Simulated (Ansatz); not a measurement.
# BN (P6_3mc): refractive index against wavelength

The refractive index of BN (P6_3mc) along x below the direct gap (8.36 eV on the mesh) is read from one computed spectrum, n = √(Re ε). x, y and z are the Cartesian axes of the input cell.

The structure is hexagonal, space group P6_3mc (No. 186). The conventional cell has a = 2.536 Å, b = 2.536 Å, c = 4.199 Å, α = 90.00°, β = 90.00°, γ = 120.00°. Around N on site b lie 4 B at 1.56 to 1.57 Å. B on site b is surrounded by 4 N at 1.56 to 1.57 Å.

Method: Ansatz 0.2.0, PBE, independent particles, k-mesh 15×15×8 with interpolation inside its cells, Gaussian parameter 0.15 eV.

Launch of the response step: `ansatz run input.yaml --threads 4 --pin off --max-ram 8192MiB --backend cpu --events-out ev --progress --plain --runs-dir out`. The run took 8 s, on 4 threads of Arm Neoverse V2, on a shared host.

| wavelength (nm) | photon energy E (eV) | n |
| --- | --- | --- |
| 532 | 2.331 | 2.1863 |
| 450 | 2.755 | 2.1987 |
| 405 | 3.061 | 2.2091 |
| 365 | 3.397 | 2.2221 |
| 308 | 4.025 | 2.2515 |
| 266 | 4.661 | ? |
| 248 | 4.999 | 2.3124 |

In the single-oscillator model n² − 1 = E₀E_d/(E₀² − E²), so 1/(n² − 1) = E₀/E_d − E²/(E₀E_d) is linear in E².

Working, on the rows shown:

| x = E² (eV²) | y = 1/(n² − 1) |
| --- | --- |
| 5.43137 | 0.264557 |
| 7.59115 | 0.260805 |
| 9.37179 | 0.257724 |
| 11.5384 | 0.253954 |
| 16.2043 | 0.245745 |
| 24.9936 | 0.230033 |

Means: x̄ = 12.522, ȳ = 0.25214. Σ(x − x̄)(y − ȳ) = -0.4494, Σ(x − x̄)² = 254.6. Slope = -0.4494 / 254.6 = -0.001765; intercept = ȳ − slope · x̄ = 0.27424. Turned back into n, the line misses the rows shown by at most 0.0004.

Question: Fill in the last column of the withheld row.

Answer: At x = 21.725 the line gives y = 0.23589, that is 2.2889. The run gave 2.2888, so the interpolation is off by 0.00014, 0.1 % of the range in the table.

Refitted with all rows, the slope is -0.001764 and the intercept 0.27423. These give E₀ = √(intercept/−slope) = 12.47 eV and E_d = E₀/intercept = 45.5 eV; E₀ is 1.5 times the direct gap. The electronic limit at long wavelengths, without lattice vibrations, is n = √(1 + 1/intercept) = 2.156. The cell comes from an older database entry, whose edges can be off by a per cent or so. Excitons are left out and so are local fields; PBE gaps are as a rule too small.
